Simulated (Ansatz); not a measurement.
# Al(111): modes of surface species

Aim: bond lengths and vibrational modes of species bound on Al(111).

Method: DFT PBE, scalar-relativistic, plane waves, PAW; PAW set soft_1, in Ansatz 0.2.0.

## Step 1: The bulk crystal behind the slab

The structure is cubic, space group Fm-3m (No. 225). The conventional cell has a = 4.040 Å, b = 4.040 Å, c = 4.040 Å, α = 90.00°, β = 90.00°, γ = 90.00°. Nearest to Al lie 12 Al at 2.86 Å.

## Step 2: Relaxation of the host

The host crystal is relaxed at the same level, and its volume sets the scale of the cells that follow.

input.yaml reads:

```yaml
crystal:
  lattice:
    - [0.0, 2.02, 2.02]
    - [2.02, 0.0, 2.02]
    - [2.02, 2.02, 0.0]
  atoms:
    - { symbol: Al, position: [0.0, 0.0, 0.0] }
kpoints:
  mp_grid: { grid: [22, 22, 22] }
hamiltonian:
  xc: pbe
  pseudopotentials: { kind: paw, azcp: { folder: soft_1 } }
scf:
  occupations: { method: methfessel_paxton, width: 0.15 }
output:
  forces: true
  stress: true
  eigenvalues: true
relax:
  adjacent_minimum: "off"
  f_tol: 0.002
  max_steps: 60
  cell: { stress_tol: 0.02 }
```

Run with:

```
> ansatz run input.yaml --threads 8 --pin off --max-ram 20480MiB --backend cpu --events-out ev --progress --plain --runs-dir out
```

Numbers of over 12 decimals in the logs are rounded to 6 here.

The program printed:

```text
The last accepted step is kept in <dir> (removed where the run ends without a failure and the disk answers)
Engine: ansatz 0.2.0, aarch64-unknown-linux-gnu
Pseudopotentials: kind: paw
Pseudopotential: Al, paw, valence charge 3, recommended cutoff 420 eV (normal), soft_1/Al.paw.azcp
Functional definition: PBE
  parameter kappa = 0.804
  parameter beta = 0.066725
  exchange = pbe_x(kappa = kappa, mu = beta*pi^2/3)
[...]
k-point 327: bands = ["6.7322", "7.4873", "7.9762", "9.2070", "22.5996", "23.8902"]
--- Relaxed structure (2 steps of the walk, 2 accepted, 1 SCFs on fresh bases) ---
  F+E_penalty+E_count = -537.50490789 eV   max|allowed force component| = 0.000e0 eV/Å   (the final SCF, on the basis selected at the relaxed cell)
  cell:  # Å, volume = 16.4953 Å³
    - [0, 2.020427, 2.020427]
    - [2.020427, 0, 2.020427]
    - [2.020427, 2.020427, 0]
  atoms:
    - { symbol: Al, position: [0.0, 0.0, 0.0] }
[key lines of the parts left out:]
SCF converged after 2 iterations
Free energy (F): -537.504908 eV
Fermi energy:    7.900573 eV
P = ⅓ Tr σ = -0.0053 GPa (-0.053 kbar)
```

Run time: 1.9 s. Hardware: 8 threads of Arm Neoverse N1, shared host; peak memory 0.31 GiB.

Little changed from the start: no atom moved by 0.005 Å and no cell edge by 0.1 %.

Numbers from this step:

```
pressure          : -0.005259 GPa
volume per atom   : 16.50 Å³
gap on the k-mesh : 0 eV
```

The forces vanish by symmetry.

## Step 3: Letting the atoms settle: Cl at the fcc hollow site, 1 monolayer

The slab carries Cl at the fcc hollow site, 1 monolayer. Its plane takes the lattice constant of the bulk relaxed at this level. The lowest layers are held, and the other atoms relax. The program lengthens the typed cell of 23.8 Å along the normal to 41.4 Å, as its cut-off of the electrostatics needs, and moves no atom.

System of this step: Cl at the fcc hollow site, 1 monolayer on Al(111). The cell holds 5 atoms: 4 Al and 1 Cl. Its edges and angles: a = 2.857 Å, b = 2.857 Å, c = 41.363 Å, α = 90.0°, β = 90.0°, γ = 60.0°. It derives from Al. Vacuum lies along c.

input.yaml reads:

```yaml
crystal:
  lattice:
    - [2.8573139551, 0.0, 0.0]
    - [1.4286619786, 2.4745030397, 0.0]
    - [0.0, 0.0, 23.7849174565]
  atoms:
    - { symbol: Al, position: [0.0, 0.0, 0.315393] }
    - { symbol: Al, position: [0.333333, 0.333333, 0.413479] }
    - { symbol: Al, position: [0.666667, 0.666667, 0.511566] }
    - { symbol: Al, position: [0.0, 0.0, 0.609653] }
    - { symbol: Cl, position: [0.333333, 0.333333, 0.684607] }
  periodic: [true, true, false]
kpoints:
  mp_grid: { grid: [12, 12, 1] }
hamiltonian:
  xc: pbe
  pseudopotentials: { kind: paw, azcp: { folder: soft_1 } }
scf:
  occupations: { method: methfessel_paxton, width: 0.15 }
output:
  forces: true
  eigenvalues: true
relax:
  adjacent_minimum: "off"
  f_tol: 0.003
  max_steps: 120
  constraints: [{ sites: [0, 1] }]
```

The program printed:

```text
Warning: crystal.periodic: the lattice vector that does not repeat stood 0.000° off the slab's normal, 23.785 Å along it as the deck builds it. The run solves the slab on a vector along the normal, 41.363 Å long, with every atom where it was (on the deck's vector they left 15.00 Å outside them, and the widest stretch free of ions among them is 2.33 Å). A fractional position that the run reports is one of the run's ce [...]
Warning: the atoms were moved onto the symmetric positions of the space group found under crystal.symmetry.tolerance 1.0e-5 (fractional; no operation is sought that the atoms, as they stand in a round, miss by more than twice it, and no atom is moved by as much as it), and the run uses the moved positions. Before a round's move an operation carried an atom to 3.43e-6 Å from where it should land, the largest such dist [...]
[...]
crystal.periodic: the lattice vector that does not repeat stood 0.000° off the slab's normal, 23.785 Å along it as the deck builds it. The run solves the slab on a vector along the normal, 41.363 Å long, with every atom where it was (on the deck's vector they left 15.00 Å outside them, and the widest stretch free of ions among them is 2.33 Å). A fractional position that the run reports is one of the run's cell, which [...]
[...]
Crystal: 5 atoms, lattice volume = 292.457 Å³
Basis set: ecut = 420 eV, 5743 PW (Γ), exchange–correlation on 40×40×576 points (8 copies of the dense FFT grid, shifted against one another)
Bands: 15, of which v1, the nominal top of the filled ones, is band 10 counted from 1 (9 counted from 0)
Symmetry: 6 space group operations
[...]
k-points: 19 of 144 (time reversal used)
[...]
SCF iter   1: F=—  HF=-3230.197560 eV  |F-HF|=—  |Δ(HF+E_count)|=         —  Δρ=1.58e-2  dr2=4.24e0  ethr=3.10e-3  ⟨swp⟩=13.1  Hψ=3156  notcnv=0
[...]
SCF iter  11: F=-3229.563076 eV  HF=-3229.563076 eV  |F-HF|=1.64e-9  |Δ(HF+E_count)|=   1.10e-8  S|Δr|=    0.00e0  Δρ=1.55e-7  dr2=4.90e-10  ethr=1.64e-11  ⟨swp⟩=3.8  Hψ=1155  notcnv=0
SCF 1 converged in 11 iterations: F = -3229.563076 eV  dr2 = 4.90e-10
[...]
relax step   1: F+E_penalty+E_count = -3229.56307630 eV  Δ(F+E_penalty+E_count) = +0.000e0 eV  max|allowed force component| = 2.677e-1 eV/Å  Δτ_max = 0.0000 Å  (11 SCF iters, dr2 threshold 2.25e-7 eV, accepted)
[...]
SCF iter   9: F=-3229.573057 eV  HF=-3229.573057 eV  |F-HF|=5.83e-9  |Δ(HF+E_count)|=   5.08e-8  S|Δr|=    0.00e0  Δρ=3.60e-7  dr2=2.25e-9  ethr=2.39e-10  ⟨swp⟩=3.9  Hψ=926  notcnv=0
SCF 2 converged in 9 iterations: F = -3229.573057 eV  dr2 = 2.25e-9
relax step   2: F+E_penalty+E_count = -3229.57305687 eV  Δ(F+E_penalty+E_count) = -9.981e-3 eV  max|allowed force component| = 9.052e-2 eV/Å  Δτ_max = 0.0522 Å  (9 SCF iters, dr2 threshold 4.48e-6 eV, accepted)
SCF iter   1: F=—  HF=-3229.574529 eV  |F-HF|=—  |Δ(HF+E_count)|=         —  Δρ=5.92e-4  dr2=1.10e-2  ethr=3.32e-4  ⟨swp⟩=2.7  Hψ=820  notcnv=0  defer=12
[...]
SCF iter   9: F=-3229.573765 eV  HF=-3229.573765 eV  |F-HF|=1.47e-9  |Δ(HF+E_count)|=   4.31e-9  S|Δr|=    0.00e0  Δρ=9.42e-8  dr2=9.67e-11  ethr=6.40e-12  ⟨swp⟩=3.0  Hψ=854  notcnv=0
SCF 3 converged in 9 iterations: F = -3229.573765 eV  dr2 = 9.67e-11
relax step   3: F+E_penalty+E_count = -3229.57376451 eV  Δ(F+E_penalty+E_count) = -7.076e-4 eV  max|allowed force component| = 5.626e-3 eV/Å  Δτ_max = 0.0201 Å  (9 SCF iters, dr2 threshold 5.12e-7 eV, accepted)
[...]
relax step   4: F+E_penalty+E_count = -3229.57387306 eV  Δ(F+E_penalty+E_count) = -1.085e-4 eV  max|allowed force component| = 1.313e-2 eV/Å  Δτ_max = 0.0143 Å  (9 SCF iters, accepted)
SCF iter   1: F=—  HF=-3229.573890 eV  |F-HF|=—  |Δ(HF+E_count)|=         —  Δρ=1.64e-4  dr2=3.07e-4  ethr=2.67e-5  ⟨swp⟩=2.2  Hψ=782  notcnv=0  defer=3
[...]
SCF iter   9: F=-3229.573897 eV  HF=-3229.573897 eV  |F-HF|=1.73e-10  |Δ(HF+E_count)|=  5.17e-10  S|Δr|=    0.00e0  Δρ=4.40e-8  dr2=1.84e-11  ethr=1.00e-12  ⟨swp⟩=3.5  Hψ=1256  notcnv=0
SCF 5 converged in 9 iterations: F = -3229.573897 eV  dr2 = 1.84e-11
relax step   5: F+E_penalty+E_count = -3229.57389661 eV  Δ(F+E_penalty+E_count) = -2.355e-5 eV  max|allowed force component| = 7.776e-4 eV/Å  Δτ_max = 0.0067 Å  (9 SCF iters, accepted)
SCF converged after 9 iterations
[...]
Free energy (F): -3229.573897 eV
[...]
Internal energy: -3229.567679 eV  (E = F + TS)
E sigma→0 (E₀):  -3229.572342 eV
Entropy (-TS):   -0.006217 eV (-1.243 meV/atom)
Fermi energy:    -4.206223 eV
[...]
--- Forces (eV/Å), atoms counted from 1 ---
  atom   1  Al    -0.00000000     0.00000000    -0.02883288
  atom   2  Al     0.00000000     0.00000000     0.03024520
  atom   3  Al     0.00000000     0.00000000    -0.00027201
  atom   4  Al    -0.00000000     0.00000000    -0.00077758
  atom   5  Cl     0.00000000    -0.00000000    -0.00036210
  max |Σ_I F_I| component: 6.30e-7 eV/Å
--- Band table (eV; the first three rows and the last of 19) ---
  k-point 0: bands = [... 6 lower, -5.7702, -5.6921, -5.6921, -2.8289, -0.7555 (-0.7565°), -0.2165 (-0.2323°), 0.4310, 0.7697, ... 1 higher]
  k-point 1: bands = [... 6 lower, -6.3508, -5.8337, -5.6037, -2.6749, -0.5888 (-0.5898°), -0.0628 (-0.0771°), 0.5966, 0.9283, ... 1 higher]
  k-point 2: bands = [... 6 lower, -7.7707, -6.1907, -5.1817, -2.2525, -0.1337 (-0.1344°), 0.3583 (0.3500°), 0.9399, 1.1378, ... 1 higher]
  k-point 18: bands = [... 6 lower, -6.9723, -6.2628, -6.1667, -6.0885, -4.6938, -3.8239, -3.5741, -1.9185, ... 1 higher]
  ° read free of the cell's end (the report's vacuum.weakly_bound_levels)
--- Relaxed structure (5 steps of the walk, 5 accepted, 0 SCFs on fresh bases) ---
  F+E_penalty+E_count = -3229.57389661 eV   max|allowed force component| = 7.776e-4 eV/Å
  cell:  # Å, volume = 292.4575 Å³
    - [2.857312, -2.887357563674125e-6, 0.0]
    - [1.428658, 2.474503, 0.0]
    - [0.0, 0.0, 41.363449]
  atoms:
    - { symbol: Al, position: [5.329072053447968e-17, 2.59052056725723e-17, 0.181358] }
    - { symbol: Al, position: [0.333333, 0.333333, 0.237760] }
    - { symbol: Al, position: [0.666667, 0.666667, 0.294745] }
    - { symbol: Al, position: [5.245245206713056e-17, 2.590520469444437e-17, 0.349000] }
    - { symbol: Cl, position: [0.333333, 0.333333, 0.391623] }
```

Elapsed: 16 s, on 8 threads; peak memory 0.67 GiB; 2 min of CPU time.

This run has no spin polarisation although its electron count is odd.

Step by step:

```csv
step,energy less that of the first step (eV),largest force component (eV/Å)
1,0.0000,0.2677
2,-0.0100,0.0905
3,-0.0107,0.0056
4,-0.0108,0.0131
5,-0.0108,0.0008
```

Forces are held to the 6 operations that the run works with; a distortion that breaks them can't arise in this run.

The atoms that moved most (Å):

```csv
atom,dx,dy,dz,length
Cl5,0.000,0.000,-0.084,0.084
Al4,0.000,0.000,-0.065,0.065
Al3,0.000,0.000,0.024,0.024
```

The relaxed structure:

```xyz
5
Lattice="2.8573 0.0000 0.0000 1.4287 2.4745 0.0000 0.0000 0.0000 41.3634" Properties=species:S:1:pos:R:3
Al    0.0000    0.0000    7.5016
Al    1.4287    0.8248    9.8346
Al    2.8573    1.6497   12.1917
Al    0.0000    0.0000   14.4358
Cl    1.4287    0.8248   16.1989
```

The largest force component left on a free atom is 0.78 meV/Å.

## Step 4: Modes of the chosen sites: Cl at the fcc hollow site, 1 monolayer

Only 2 sites are displaced (1 Al and 1 Cl), with their periodic images, and all others stay at rest. This gives the modes that are localised on these sites for less work than the whole matrix.

input.yaml, the sections that differ from step 3:

```yaml
crystal:
  lattice:
    - [2.8573119736, -2.8874e-06, 0.0]
    - [1.4286584873, 2.474503312, 0.0]
    - [0.0, 0.0, 41.3634490276]
  atoms:
    - { symbol: Al, position: [0.0, 0.0, 0.1813580987] }
    - { symbol: Al, position: [0.3333333333, 0.3333333333, 0.2377597641] }
    - { symbol: Al, position: [0.6666666667, 0.6666666667, 0.2947453857] }
    - { symbol: Al, position: [0.0, 0.0, 0.3489995298] }
    - { symbol: Cl, position: [0.3333333333, 0.3333333333, 0.3916233308] }
  periodic: [true, true, false]
output:
  eigenvalues: true
phonons:
  method: fd
  supercell: [1, 1, 1]
  displaced_sites: [3, 4]
  rigid_motions: translations
# kpoints, hamiltonian, scf: as in step 3
# relax: removed
```

The program printed:

```text
[...]
Crystal: 5 atoms, lattice volume = 292.457 Å³
Basis set: ecut = 420 eV, 5743 PW (Γ), exchange–correlation on 40×40×576 points (8 copies of the dense FFT grid, shifted against one another)
Bands: 15, of which v1, the nominal top of the filled ones, is band 10 counted from 1 (9 counted from 0)
Symmetry: 6 space group operations
k-points: 19 of 144 (time reversal used)
[...]
SCF iter   1: F=—  HF=-3230.238770 eV  |F-HF|=—  |Δ(HF+E_count)|=         —  Δρ=1.59e-2  dr2=4.37e0  ethr=3.10e-3  ⟨swp⟩=13.2  Hψ=3208  notcnv=0
[...]
SCF iter  12: F=-3229.573897 eV  HF=-3229.573897 eV  |F-HF|=1.33e-10  |Δ(HF+E_count)|=   1.26e-9  S|Δr|=    0.00e0  Δρ=3.65e-8  dr2=1.31e-11  ethr=1.00e-12  ⟨swp⟩=17.0  Hψ=2485  notcnv=0
SCF 1 converged in 12 iterations: F = -3229.573897 eV  dr2 = 1.31e-11
[...]
Symmetry: 2 space group operations
k-points: 43 of 144 (time reversal used)
[...]
SCF iter   9: F=-3229.573879 eV  HF=-3229.573879 eV  |F-HF|=3.91e-11  |Δ(HF+E_count)|=  8.14e-10  S|Δr|=    0.00e0  Δρ=1.09e-8  dr2=7.80e-13  ethr=1.00e-12  ⟨swp⟩=9.0  Hψ=3974  notcnv=0
SCF 2 converged in 9 iterations: F = -3229.573879 eV  dr2 = 7.80e-13
[...]
SCF iter   6: F=-3229.573881 eV  HF=-3229.573881 eV  |F-HF|=2.36e-11  |Δ(HF+E_count)|=  5.73e-11  S|Δr|=    0.00e0  Δρ=2.47e-8  dr2=3.95e-12  ethr=1.00e-12  ⟨swp⟩=7.7  Hψ=4226  notcnv=0
SCF 3 converged in 6 iterations: F = -3229.573881 eV  dr2 = 3.95e-12
[...]
SCF iter   9: F=-3229.573884 eV  HF=-3229.573884 eV  |F-HF|=2.00e-11  |Δ(HF+E_count)|=  9.50e-11  S|Δr|=    0.00e0  Δρ=7.52e-9  dr2=4.21e-13  ethr=1.00e-12  ⟨swp⟩=8.0  Hψ=3446  notcnv=0
SCF 4 converged in 9 iterations: F = -3229.573884 eV  dr2 = 4.21e-13
[...]
SCF iter   7: F=-3229.573885 eV  HF=-3229.573885 eV  |F-HF|=1.64e-11  |Δ(HF+E_count)|=  1.41e-11  S|Δr|=    0.00e0  Δρ=9.72e-9  dr2=1.13e-12  ethr=1.00e-12  ⟨swp⟩=8.4  Hψ=3717  notcnv=0
SCF 5 converged in 7 iterations: F = -3229.573885 eV  dr2 = 1.13e-12
SCF converged after 12 iterations
[...]
Free energy (F): -3229.573897 eV
[...]
Internal energy: -3229.567679 eV  (E = F + TS)
E sigma→0 (E₀):  -3229.572342 eV
Entropy (-TS):   -0.006217 eV (-1.243 meV/atom)
Fermi energy:    -4.206220 eV
[...]
--- Forces (eV/Å), atoms counted from 1 ---
  atom   1  Al    -0.00000000     0.00000000    -0.02883366
  atom   2  Al    -0.00000000     0.00000000     0.03024648
  atom   3  Al    -0.00000000     0.00000000    -0.00027480
  atom   4  Al    -0.00000000     0.00000000    -0.00077691
  atom   5  Cl     0.00000000    -0.00000000    -0.00036079
  max |Σ_I F_I| component: 3.17e-7 eV/Å
--- Band table (eV; the first three rows and the last of 19) ---
  k-point 0: bands = [... 6 lower, -5.7702, -5.6921, -5.6921, -2.8289, -0.7555 (-0.7565°), -0.2165 (-0.2323°), 0.4310, 0.7697, ... 1 higher]
  k-point 1: bands = [... 6 lower, -6.3508, -5.8337, -5.6037, -2.6749, -0.5888 (-0.5898°), -0.0628 (-0.0771°), 0.5966, 0.9282, ... 1 higher]
  k-point 2: bands = [... 6 lower, -7.7707, -6.1907, -5.1817, -2.2525, -0.1337 (-0.1344°), 0.3583 (0.3500°), 0.9399, 1.1378, ... 1 higher]
  k-point 18: bands = [... 6 lower, -6.9723, -6.2628, -6.1667, -6.0885, -4.6938, -3.8239, -3.5741, -1.9185, ... 1 higher]
  ° read free of the cell's end (the report's vacuum.weakly_bound_levels)
--- Phonons: 4 displaced members + reference (amplitude 0.0025 Å, Σ member SCF iterations 31) ---
  symmetry images taken by strict's conditions (phonons.symmetry_images: auto; settled by no image being taken that strict refuses)
  force constants formed among 2 of 5 sites (Al 3, Cl 4); the other 3 at rest. The modes move the named sites alone.
  the frequencies, the zero-point energy and the sums are of the block with the acoustic sum rule laid on its rows. Row sums over every site: 3.6e-5 eV/Å² at the most
  transpose residual: 1.8e-4 eV/Å²
  largest component of a force at the reference: 7.8e-4 eV/Å on a named site, 3.0e-2 eV/Å on a site at rest
  frequencies among the named sites at Γ of the cell (cm⁻¹): 49.10 49.10 91.58 138.86 138.86 449.04
  unstable modes among the named sites: 0
  frequencies as built, with no sum rule (cm⁻¹): 49.10 49.10 91.58 138.86 138.86 449.04
  zero-point energy: 0.056817 eV/cell   skipped modes (ω ≤ 0): 0
  not written: the harmonic force-constant file, the file of eigenvectors (these modes' are written with the force constants), the density of states and the dispersion, which are of every site
```

It took 21 s on 8 threads; peak memory 0.71 GiB.

The other atoms of the cell are at rest; shares are of the kinetic energy, a minus sign marks an imaginary mode, and where like sites share a mode the one named is one choice of several. Modes of the displaced sites:

| mode | frequency (cm⁻¹) | share of Al (%) | share of Cl (%) | site with the largest share | its share (%) |
| --- | --- | --- | --- | --- | --- |
| 1 | 49.1 | 19 | 81 | Cl5 | 81 |
| 2 | 49.1 | 19 | 81 | Cl5 | 81 |
| 3 | 91.6 | 36 | 64 | Cl5 | 64 |
| 4 | 138.9 | 81 | 19 | Al4 | 81 |
| 5 | 138.9 | 81 | 19 | Al4 | 81 |
| 6 | 449.0 | 64 | 36 | Al4 | 64 |

The same force constants with another mass on the added atoms, against the natural mean mass; listed are the real modes with at least half of their motion on these atoms, followed through small steps of mass, less those that pass through avoided crossings, where the squared overlap of new and old mass-weighted patterns is under 0.8. Modes after a change of mass:

```
substitution  mode  frequency (cm⁻¹)  after (cm⁻¹)  ratio
        37Cl     1              49.1          48.3  1.017
        37Cl     2              49.1          48.3  1.017
        37Cl     3              91.6          90.4  1.014
```

The highest mode of the block lies at 449.0 cm⁻¹; the acoustic sum rule moved it by 0.0 cm⁻¹.

## Step 5: Relaxation in the fixed cell: Cl at the fcc hollow site, 0.5 monolayer

The slab carries Cl at the fcc hollow site, 0.5 monolayer. Its plane takes the lattice constant of the bulk relaxed at this level. The lowest layers are held, and the other atoms relax. The program lengthens the typed cell of 23.8 Å along the normal to 41.4 Å, as its cut-off of the electrostatics needs, and moves no atom.

System of this step: Cl at the fcc hollow site, 0.5 monolayer on Al(111). The cell holds 9 atoms: 8 Al and 1 Cl. Its edges and angles: a = 5.715 Å, b = 2.857 Å, c = 41.363 Å, α = 90.0°, β = 90.0°, γ = 60.0°. It derives from Al. Vacuum lies along c.

input.yaml reads:

```yaml
crystal:
  lattice:
    - [5.7146279101, 0.0, 0.0]
    - [1.4286619786, 2.4745030397, 0.0]
    - [0.0, 0.0, 23.7849174565]
  atoms:
    - { symbol: Al, position: [0.0, 0.0, 0.315393] }
    - { symbol: Al, position: [0.5, 0.0, 0.315393] }
    - { symbol: Al, position: [0.166667, 0.333333, 0.413479] }
    - { symbol: Al, position: [0.666667, 0.333333, 0.413479] }
    - { symbol: Al, position: [0.833333, 0.666667, 0.511566] }
    - { symbol: Al, position: [0.333333, 0.666667, 0.511566] }
    - { symbol: Al, position: [0.0, 0.0, 0.609653] }
    - { symbol: Al, position: [0.5, 0.0, 0.609653] }
    - { symbol: Cl, position: [0.166667, 0.333333, 0.684607] }
  periodic: [true, true, false]
kpoints:
  mp_grid: { grid: [6, 12, 1] }
hamiltonian:
  xc: pbe
  pseudopotentials: { kind: paw, azcp: { folder: soft_1 } }
scf:
  occupations: { method: methfessel_paxton, width: 0.15 }
output:
  forces: true
  eigenvalues: true
relax:
  adjacent_minimum: "off"
  f_tol: 0.003
  max_steps: 120
  constraints: [{ sites: [0, 1, 2, 3] }]
```

The program printed:

```text
[...]
Warning: crystal.lattice, of which some number shows no typed digit to judge by, misses the space group found at crystal.symmetry.tolerance 1.0e-5 by more than rounding, which is why this is a warning: the operation that it misses by the most changes a squared length by the fraction 4.42e-6, and from 1e-6 on that is taken for a strain and not for rounding. The run uses the lattice that is a stretch of the typed one,  [...]
[...]
atoms:
    - { symbol: Al, position: [0.0, 0.0, 0.181358] }
    - { symbol: Al, position: [0.5, 0.0, 0.181358] }
    - { symbol: Al, position: [0.166667, 0.333333, 0.237760] }
    - { symbol: Al, position: [0.666667, 0.333333, 0.237760] }
    - { symbol: Al, position: [0.837869, 0.662131, 0.292642] }
    - { symbol: Al, position: [0.327328, 0.672672, 0.294282] }
    - { symbol: Al, position: [-0.011821, 0.011821, 0.350625] }
    - { symbol: Al, position: [0.505820, -0.00582007, 0.348134] }
    - { symbol: Cl, position: [0.175105, 0.324895, 0.395796] }
[key lines of the parts left out:]
SCF converged after 6 iterations
Free energy (F): -5379.445021 eV
Fermi energy:    -4.255861 eV
```

Elapsed: 54 s, on 8 threads; peak memory 1.3 GiB.

The steps of the relaxation:

```
step  energy less that of the first step (eV)  largest force component (eV/Å)
   1                                   0.0000                          1.1240
   2                                  -0.0975                          0.4363
   3                                  -0.1131                          0.0431
   4                                  -0.1136                          0.0060
   5                                  -0.1136                          0.0026
```

Forces are held to the 2 operations that the run works with; a distortion that breaks them can't arise in this run.

The atoms that moved most (Å):

```
atom      dx      dy      dz  length
 Al8   0.025  -0.014  -0.101   0.105
 Cl9   0.036  -0.021   0.088   0.098
 Al5   0.019  -0.011  -0.063   0.067
 Al7  -0.051   0.029   0.003   0.059
 Al6  -0.026   0.015   0.005   0.030
```

The largest force component left on a free atom is 2.6 meV/Å.

(Part 1 of 2 ends here.)

[Logs are printed without paths, hosts, clocks, repeated set-up lines and the standing remarks that a program may print on its own settings, such as how far it seeks lower states.]

[Hosts, paths, dates, database ids (printed as entryN), source tags and the programs' standing remarks are cut or masked in the printed files.]
